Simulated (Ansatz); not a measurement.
# Tl2S (model cell, started as cuprite): phonons and vibrational spectra, part 2 of 2

Task: relax Tl2S (model cell, started as cuprite), then find its harmonic phonons.

Ansatz 0.2.0; DFT PBEsol, scalar-relativistic, plane waves, PAW.

So far. Step 4 (Relaxing to small forces for the phonons): The forces vanish by symmetry and the pressure is -0.005 GPa, within the tolerances set. The cell now holds 48.72 Å³/atom. The relaxed cell has a = 6.637 Å (conventional setting).

The structure was built from a prototype and need not be the compound's stable phase.

**5. Modes at Γ**

The zone centre comes first: it holds the modes that light can see, as far as symmetry allows. No field response is asked, since the mesh shows no gap.

File input.yaml:

```yaml
crystal:
  lattice:
    - [6.6368285313, 0.0, 0.0]
    - [0.0, 6.6368285313, 0.0]
    - [0.0, 0.0, 6.6368285313]
  atoms:
    - { symbol: S, position: [0.0, 0.0, 0.0] }
    - { symbol: S, position: [0.5, 0.5, 0.5] }
    - { symbol: Tl, position: [0.25, 0.25, 0.25] }
    - { symbol: Tl, position: [0.75, 0.75, 0.25] }
    - { symbol: Tl, position: [0.75, 0.25, 0.75] }
    - { symbol: Tl, position: [0.25, 0.75, 0.75] }
kpoints:
  mp_grid: { grid: [6, 6, 6] }
hamiltonian:
  xc: pbesol
scf:
  occupations: { method: methfessel_paxton, width: 0.2 }
output:
  eigenvalues: true
phonons:
  method: dfpt
```

Launch:

```
$ ansatz run input.yaml --threads 8 --pin off --max-ram 14336MiB --backend cpu --events-out ev --progress --plain --runs-dir out
```

Numbers of over 12 decimals in the logs are rounded to 6 here.

The program printed:

```text
[...]
Crystal: 6 atoms, lattice volume = 292.336 Å³
Basis set: ecut = 420 eV, 5695 PW (Γ), exchange–correlation on 96×96×96 points (8 copies of the dense FFT grid, shifted against one another)
Bands: 39, of which v1, the nominal top of the filled ones, is band 32 counted from 1 (31 counted from 0)
Symmetry: 48 space group operations
k-points: 68 of 216 (irreducible under 2 space group operations, time reversal used)
[...]
SCF iter   1: F=—  HF=-46950.588861 eV  |F-HF|=—  |Δ(HF+E_count)|=         —  Δρ=2.81e-3  dr2=4.33e-2  ethr=1.77e-3  ⟨swp⟩=6.3  Hψ=9936  notcnv=0
[...]
SCF iter   9: F=-46950.613227 eV  HF=-46950.613227 eV  |F-HF|=0.00e0  |Δ(HF+E_count)|=  7.28e-11  S|Δr|=    0.00e0  Δρ=2.56e-8  dr2=1.42e-12  ethr=1.00e-12  ⟨swp⟩=11.1  Hψ=13457  notcnv=0
SCF 1 converged in 9 iterations: F = -46950.613227 eV  dr2 = 1.42e-12
[...]
DFPT response loops at Γ: preconditioner auto → none (partly filled bands, converged f_vac=0.221); β = 0.50; Broyden in place of MSR1
SCF converged after 9 iterations
[...]
Free energy (F): -46950.613227 eV
[...]
Internal energy: -46950.640687 eV  (E = F + TS)
E sigma→0 (E₀):  -46950.620092 eV
Entropy (-TS):   0.027460 eV (4.577 meV/atom)
Fermi energy:    3.013351 eV
[...]
--- Band table (eV; the first three rows and the last of 68) ---
  k-point 0: bands = [... 28 lower, 0.6679, 2.9893, 2.9893, 3.0154, 3.0154, 3.0154, 5.3800, 5.3800, ... 3 higher]
  k-point 1: bands = [... 28 lower, 0.8512, 2.8161, 2.9465, 2.9465, 3.0879, 3.2175, 5.0637, 5.4111, ... 3 higher]
  k-point 2: bands = [... 28 lower, 1.3077, 2.4212, 2.8283, 2.8283, 3.3787, 3.6938, 4.4435, 5.2376, ... 3 higher]
  k-point 67: bands = [... 28 lower, 0.3466, 3.0208, 3.0208, 3.0208, 3.7460, 3.7460, 3.7460, 5.6985, ... 3 higher]
--- Phonons (Γ-DFPT): 2 representative perturbations + reference, on 68 of 216 k-points (Σ response iterations 6) ---
  k mesh reduced under 2 symmetry operations, with k and −k counted as one. Each operation leaves every solved perturbation unchanged. A smaller set is not used because it would not reduce the number of displacements times k-points to solve
  ASR residual: 7.120e-5 → 0.000e0 eV/Å²; symmetrization residual: 7.527e-6 eV/Å²
  ASR residual per site (eV/Å²): 1.55e-5 1.55e-5 7.12e-5 7.12e-5 7.12e-5 7.12e-5
  Γ frequencies (cm⁻¹): -147.16 -147.16 -147.16 -44.43 -44.43 -44.43 -28.69 -28.69 0.00 0.00 0.00 14.36 14.36 14.36 82.34 82.34 82.34 82.66
  non-analytic LO–TO correction: not included (Born effective charges unavailable; polar crystals: no LO–TO splitting at Γ)
```

Elapsed: 57 s, on 8 threads of Arm Neoverse N1, shared host; peak memory 2.8 GiB; 7.2 min of CPU time.

In the SCF lines HF is the Harris–Foulkes energy and dr2 the Hartree energy of the density residual, in eV; the loop may stop once dr2 is under the threshold and the program's other checks hold. Hψ counts applications of the Hamiltonian.

This step gave:

| Item | Value |
| --- | --- |
| sum-rule residual before enforcement | 7.12e-5 eV/Å² |
| point group | m-3m |
| highest optical mode at the zone centre (no LO-TO term) | 82.66 cm⁻¹ |
| lowest optical zone-centre mode | -147.2 cm⁻¹ |

Patterns of degenerate modes are one choice out of their space. Modes at Γ, with each element's share of the kinetic energy (negative means imaginary):

| mode | frequency (cm⁻¹) | symmetry | S % | Tl % |
| --- | --- | --- | --- | --- |
| 1 | -147.2 | T1u | 93 | 7 |
| 2 | -147.2 | T1u | 93 | 7 |
| 3 | -147.2 | T1u | 93 | 7 |
| 4 | -44.4 | T2u | 0 | 100 |
| 5 | -44.4 | T2u | 0 | 100 |
| 6 | -44.4 | T2u | 0 | 100 |
| 7 | -28.7 | Eu | 0 | 100 |
| 8 | -28.7 | Eu | 0 | 100 |
| 9 | 0.0 | acoustic | 7 | 93 |
| 10 | 0.0 | acoustic | 7 | 93 |
| 11 | 0.0 | acoustic | 7 | 93 |
| 12 | 14.4 | T1u | 0 | 100 |
| 13 | 14.4 | T1u | 0 | 100 |
| 14 | 14.4 | T1u | 0 | 100 |
| 15 | 82.3 | T2g | 100 | 0 |
| 16 | 82.3 | T2g | 100 | 0 |
| 17 | 82.3 | T2g | 100 | 0 |
| 18 | 82.7 | A2u | 0 | 100 |

Displacements in mode 3 (-147.2 cm⁻¹), the largest set to 1:
```
S1   0.00  1.00  0.57
S2   0.00  1.00  0.57
Tl3  0.01 -0.08 -0.04
Tl4  0.00 -0.08 -0.05
Tl5  0.00 -0.08 -0.05
Tl6 -0.01 -0.08 -0.04
```

Displacements in mode 7 (-28.7 cm⁻¹), the largest set to 1:
```
S1   0.00  0.00  0.00
S2   0.00  0.00  0.00
Tl3  0.46  0.54 -1.00
Tl4 -0.46 -0.54 -1.00
Tl5 -0.46  0.54  1.00
Tl6  0.46 -0.54  1.00
```

Before it was imposed, the acoustic sum rule was missed by 7.1e-5 eV/Å². Small misses are needed for a sound result but don't prove that mesh and cutoff are converged. The lowest optical mode is imaginary, 147.2i cm⁻¹, so the energy falls along it.

**6. Phonons on a q mesh**

Stability and thermal properties need the whole zone. Linear response on a 2×2×2 q mesh gives force constants as far as a supercell of that size would.

Changes to input.yaml since step 5:

```diff
@@ -22 +22,8 @@
   method: dfpt
+  qmesh: [2, 2, 2]
+  temperatures: { t_max: 1000, t_step: 50 }
+  qpath:
+    path:
+      - [[0.0, 0.0, 0.0], [0.0, 0.5, 0.0], [0.5, 0.5, 0.0], [0.0, 0.0, 0.0], [0.5, 0.5, 0.5], [0.0, 0.5, 0.0]]
+      - [[0.5, 0.5, 0.5], [0.5, 0.5, 0.0]]
+    npoints: 10
```

The program printed:

```text
Warning: phonons: the dynamical matrix that this run interpolates holds no multipole term above the dipole-dipole one, and a site of this crystal is no centre of inversion, so its interpolated transverse optical and acoustic branches and sound speeds can stay off near Gamma, and the density of states and the thermodynamics with them. What a run solves at a wave vector of phonons.qpoints, Gamma apart, where the deck admits one, is free of this, and under fd what a larger phonons.supercell samples
[...]
Crystal: 6 atoms, lattice volume = 292.336 Å³
Basis set: ecut = 420 eV, 5695 PW (Γ), exchange–correlation on 96×96×96 points (8 copies of the dense FFT grid, shifted against one another)
Bands: 39, of which v1, the nominal top of the filled ones, is band 32 counted from 1 (31 counted from 0)
Symmetry: 48 space group operations
k-points: 20 of 216
[...]
SCF iter   1: F=—  HF=-46950.588735 eV  |F-HF|=—  |Δ(HF+E_count)|=         —  Δρ=2.81e-3  dr2=4.33e-2  ethr=1.77e-3  ⟨swp⟩=6.2  Hψ=2939  notcnv=0
[...]
SCF iter   9: F=-46950.613227 eV  HF=-46950.613227 eV  |F-HF|=2.91e-11  |Δ(HF+E_count)|=  6.55e-11  S|Δr|=    0.00e0  Δρ=2.51e-8  dr2=1.43e-12  ethr=1.00e-12  ⟨swp⟩=10.8  Hψ=3943  notcnv=0
SCF 1 converged in 9 iterations: F = -46950.613227 eV  dr2 = 1.43e-12
[...]
SCF iter   1: F=—  HF=-46950.613276 eV  |F-HF|=—  |Δ(HF+E_count)|=         —  Δρ=2.58e-7  dr2=1.56e-10  ethr=2.74e-8  ⟨swp⟩=3.7  Hψ=5425  notcnv=0
eigensolver tolerance schedule: the retry pair's looser diagonalisation over-reported the residual by 112447.07 of it (diagonalisation noise at 142.36 of the residual, at the tolerance the schedule requests for it); recorded, not acted on — ethr = c·dr2/N_el stays at c = 1.0e-1
[...]
SCF iter   2: F=—  HF=-46950.613227 eV  |F-HF|=—  |Δ(HF+E_count)|=   4.90e-5  S|Δr|=    0.00e0  Δρ=2.87e-7  dr2=1.97e-10  ethr=1.00e-12  ⟨swp⟩=3.1  Hψ=2075  notcnv=0
[...]
SCF iter   5: F=-46950.613227 eV  HF=-46950.613227 eV  |F-HF|=0.00e0  |Δ(HF+E_count)|=    0.00e0  S|Δr|=    0.00e0  Δρ=2.71e-8  dr2=2.04e-12  ethr=1.00e-12  ⟨swp⟩=1.6  Hψ=1726  notcnv=0
SCF 2 converged in 5 iterations: F = -46950.613227 eV  dr2 = 2.04e-12
phonons: the bands overlap, so this run is a metal and interpolates without the dipole-dipole term. If the crystal is really an insulator or semiconductor, its LO-TO splitting is missing
NSCF: frozen V_eff on 20 k-points
[...]
DFPT response loops at q = (0, 0, 0) (fractional): preconditioner auto → none (partly filled bands, converged f_vac=0.221); β = 0.50; Broyden in place of MSR1
[...]
SCF converged after 9 iterations
[...]
Free energy (F): -46950.613227 eV
[...]
Internal energy: -46950.640687 eV  (E = F + TS)
E sigma→0 (E₀):  -46950.620092 eV
Entropy (-TS):   0.027460 eV (4.577 meV/atom)
Fermi energy:    3.013351 eV
[...]
--- Band table (eV; the first three rows and the last of 20) ---
  k-point 0: bands = [... 28 lower, 0.6679, 2.9893, 2.9893, 3.0154, 3.0154, 3.0154, 5.3800, 5.3800, ... 3 higher]
  k-point 1: bands = [... 28 lower, 0.8512, 2.8161, 2.9465, 2.9465, 3.0879, 3.2175, 5.0637, 5.4111, ... 3 higher]
  k-point 2: bands = [... 28 lower, 1.3077, 2.4212, 2.8283, 2.8283, 3.3787, 3.6938, 4.4435, 5.2376, ... 3 higher]
  k-point 19: bands = [... 28 lower, 0.3466, 3.0208, 3.0208, 3.0208, 3.7460, 3.7460, 3.7460, 5.6985, ... 3 higher]
--- Phonons (Γ-DFPT): 2 representative perturbations + reference (Σ response iterations 6) ---
  ASR residual: 2.306e-5 → 0.000e0 eV/Å²; symmetrization residual: 3.442e-6 eV/Å²
  ASR residual per site (eV/Å²): 2.31e-5 2.31e-5 2.05e-5 2.05e-5 2.05e-5 2.05e-5
[...]
--- Phonons (arbitrary-q DFPT): 4 irreducible q on the 2×2×2 mesh ---
  q = [0.0000, 0.0000, 0.0000] (star 1, of the zone-centre solve; hermiticity 4.35e-6, symmetrization 1.53e-12): -147.16 -147.16 -147.16 -44.43 -44.43 -44.43 -28.69 -28.69 -0.00 -0.00 0.00 14.36 14.36 14.36 82.34 82.34 82.34 82.66
  q = [0.0000, 0.0000, -0.5000] (star 3, 4 solved perturbations in 284 linear systems a pass and spin channel, the states on 112 of 216 k-point pairs; hermiticity 1.44e-5, symmetrization 1.76e-11): -75.32 -75.32 -43.52 -43.52 -35.75 -35.75 -25.46 -25.46 -24.98 -24.98 16.51 16.51 56.36 56.36 97.21 97.21 127.04 127.04
[...]
sum rule: each row above includes the acoustic sum rule's correction from the zone centre's row sums; it moved no ω² by more than (0.44 cm⁻¹)²
  mesh force constants: q→R imaginary residual 3.11e-17; ASR residual 2.306e-5 → 0.000e0 eV/Å²; symmetrization residual 8.882e-16 eV/Å²
  interpolated dispersion: 62 rows × 18 modes
  density of states and harmonic sums: on the 10×10×10 q-mesh, interpolated from the force constants of a 2×2×2 supercell (no non-analytic term)
  largest difference from the sums on the solved wave vectors: F 9.09e-2 eV, S 1.07e-4 and C_V 2.05e-5 eV/K
  zero-point energy: 0.033140 eV/cell   skipped modes (ω ≤ 0): 567, of them read as no rigid motion or as one in doubt: 564 (1.006e1 modes/cell left out, lowest -147.16 cm⁻¹)   left out of the sums: 5.59e-1 of the cell's modes: C_V's classical limit lies that fraction below 3 k_B per atom; for a crystal, a wire or a layer, F and S can be off by more, and a phonons.interpolated_qmesh denser along its periods is the remedy for the sampling
```

Wall time 4.4 min (8 threads); peak memory 3.3 GiB.

This step gave:

```
sum-rule residual before enforcement                    : 2.31e-5 eV/Å²
lowest frequency on the path                            : -147.2 cm⁻¹
highest frequency on the path or at a solved wavevector : 134.1 cm⁻¹
lowest mode on the q mesh (acoustic modes at Γ apart)   : -147.2 cm⁻¹
```

Frequencies (cm⁻¹) solved at each irreducible wavevector; negative means imaginary. Frequencies by wavevector, by row:

| q in reciprocal lattice units | star | mode 1 | mode 2 | mode 3 | mode 4 | mode 16 | mode 17 | mode 18 |
| --- | --- | --- | --- | --- | --- | --- | --- | --- |
| 0 0 0 | 1 | -147.2 | -147.2 | -147.2 | -44.4 | 82.3 | 82.3 | 82.7 |
| 0 0 -0.5 | 3 | -75.3 | -75.3 | -43.5 | -43.5 | 97.2 | 127 | 127 |
| 0 -0.5 -0.5 | 3 | -86.4 | -86.4 | -42.4 | -42.4 | 76.3 | 133.1 | 133.1 |
| -0.5 -0.5 -0.5 | 1 | -129.5 | -129.5 | -129.5 | -40.9 | 117.2 | 117.2 | 117.2 |

Interpolated from a 2×2×2 q mesh. The phonon branches at the labelled points (cm⁻¹):

| point | branch 1 | branch 2 | branch 3 | branch 4 | branch 15 | branch 16 | branch 17 | branch 18 |
| --- | --- | --- | --- | --- | --- | --- | --- | --- |
| Γ | -147 | -147 | -147 | -44 | 82 | 82 | 82 | 83 |
| halfway | -118 | -118 | -100 | -44 | 69 | 108 | 108 | 109 |
| X | -75 | -75 | -44 | -44 | 97 | 97 | 127 | 127 |
| halfway | -77 | -77 | -48 | -48 | 86 | 86 | 131 | 131 |
| M | -86 | -86 | -42 | -42 | 76 | 76 | 133 | 133 |
| halfway | -104 | -99 | -68 | -44 | 67 | 100 | 118 | 127 |
| Γ | -147 | -147 | -147 | -44 | 82 | 82 | 82 | 83 |
| halfway | -102 | -102 | -55 | -42 | 74 | 99 | 126 | 126 |
| R | -130 | -130 | -130 | -41 | 88 | 117 | 117 | 117 |
| halfway | -100 | -94 | -77 | -40 | 74 | 110 | 126 | 130 |
| X | -75 | -75 | -44 | -44 | 97 | 97 | 127 | 127 |
| jump to R | -130 | -130 | -130 | -41 | 88 | 117 | 117 | 117 |
| halfway | -111 | -111 | -101 | -40 | 80 | 111 | 126 | 126 |
| M | -86 | -86 | -42 | -42 | 76 | 76 | 133 | 133 |

Tetrahedra on a 10×10×10 mesh, mean over bins of 5 cm-1. Interpolated from a 2×2×2 q mesh. Table of phonon density of states by wavenumber; read off at these points:

| wavenumber (cm⁻¹) | phonon density of states (1/cm⁻¹/cell) |
| --- | --- |
| -148 | 5.0e-5 |
| -138 | 0.00432 |
| -132 | 0.00564 |
| -122 | 0.0165 |
| -118 | 0.0223 |
| -108 | 0.0377 |
| -102 | 0.0550 |
| -92 | 0.0631 |
| -88 | 0.0678 |
| -78 | 0.0303 |
| -72 | 0.0133 |
| -62 | 0.0189 |
| -58 | 0.0286 |
| -48 | 0.0534 |
| -42 | 0.353 |
| -32 | 0.194 |
| -28 | 0.241 |
| -18 | 0.100 |
| -12 | 0.0373 |
| -2 | 0.0101 |
| 2 | 0.00948 |
| 12 | 0.187 |
| 18 | 0.202 |
| 28 | 0.0309 |
| 32 | 0.0321 |
| 42 | 0.0421 |
| 48 | 0.0517 |
| 58 | 0.0427 |
| 62 | 0.0470 |
| 68 | 0.0764 |
| 72 | 0.0744 |
| 78 | 0.0312 |
| 88 | 0.0115 |
| 92 | 0.0190 |
| 102 | 0.07 |
| 108 | 0.0381 |
| 118 | 0.0331 |
| 122 | 0.0733 |
| 128 | 0.169 |
| 132 | 0.0905 |

The partial phonon density of states has structure finer than the step of the table below, so its rows give means over 10 cm⁻¹, whole bins alone (the curve runs from -157 to 148 cm⁻¹). Peaks (cm⁻¹: height): S -97.7: 0.0598, 99.7: 0.0647, 128.4: 0.151; Tl -40.2: 0.319, 15.3: 0.211, 69.0: 0.0714.

Phonopy on the run's constants, 9x9x9 mesh, Gaussian sigma 2.2 cm-1. Interpolated from a 2×2×2 q mesh. Partial phonon density of states against wavenumber; means over each step; values in 1/cm⁻¹/cell:

| wavenumber (cm⁻¹) | S | Tl |
| --- | --- | --- |
| -150 | 3.9e-4 | 3.2e-5 |
| -140 | 0.00398 | 3.5e-4 |
| -130 | 0.00717 | 7.3e-4 |
| -120 | 0.0211 | 0.00254 |
| -110 | 0.0254 | 0.00347 |
| -100 | 0.0520 | 0.00849 |
| -90 | 0.0499 | 0.00852 |
| -80 | 0.0367 | 0.00780 |
| -70 | 0.00864 | 0.00480 |
| -60 | 0.00941 | 0.0145 |
| -50 | 0.00776 | 0.0640 |
| -40 | 0.00861 | 0.265 |
| -30 | 0.00942 | 0.208 |
| -20 | 0.0115 | 0.131 |
| -10 | 0.00360 | 0.0327 |
| 0 | 4.8e-4 | 0.00506 |
| 10 | 0.00381 | 0.103 |
| 20 | 0.00834 | 0.117 |
| 30 | 0.00464 | 0.0180 |
| 40 | 0.00948 | 0.0323 |
| 50 | 0.00734 | 0.0363 |
| 60 | 0.00972 | 0.0386 |
| 70 | 0.0143 | 0.0528 |
| 80 | 0.0135 | 0.0213 |
| 90 | 0.00991 | 0.00452 |
| 100 | 0.0491 | 0.0130 |
| 110 | 0.0347 | 0.00379 |
| 120 | 0.0591 | 0.00144 |
| 130 | 0.114 | 0.00233 |
| 140 | 0.00564 | 1.1e-4 |

Symmetry leaves 4 wavevectors to solve. The lowest mode among them, the acoustic zeros apart, lies at Γ and is imaginary, 147.2i cm⁻¹, so the energy falls along it.

**7. Summary of results**

```
space group after relaxation (within 0.01 Å)            : Pn-3m
volume per atom                                         : 48.7 Å³
electronic character                                    : no gap on this mesh
highest optical mode at the zone centre (no LO-TO term) : 82.7 cm⁻¹
lowest optical zone-centre mode                         : -147 cm⁻¹
lowest mode on the q mesh (acoustic modes at Γ apart)   : -147 cm⁻¹
highest frequency on the path or at a solved wavevector : 134 cm⁻¹
imaginary modes on the 2×2×2 q mesh                     : yes
```

What this shows: Modes are clearly imaginary (beyond 10i cm⁻¹) at 4 of the 4 irreducible wavevectors, most at Γ (147.2i cm⁻¹), so this structure is not a minimum of the energy. The optical modes at Γ span -147 to 83 cm⁻¹ (negative means imaginary). The highest mode in this list at Γ, 82.7 cm⁻¹, is mostly motion of Tl (100 % of the kinetic energy). With no gap, or one that is small against the smearing, the frequencies hang on the k mesh and the smearing, most of all near Kohn anomalies. Spin-orbit coupling is left out, which can matter for the heavy elements here. The starting cell was built on a prototype and not taken from a measurement, so the phase need not exist. These are harmonic frequencies at zero temperature: anharmonic shifts, linewidths and thermal expansion are left out.

[Logs are printed without paths, hosts, clocks, repeated set-up lines and the standing remarks that a program may print on its own settings, such as how far it seeks lower states.]

[Hosts, paths, dates, database ids (printed as entryN), source tags and the programs' standing remarks are cut or masked in the printed files.]
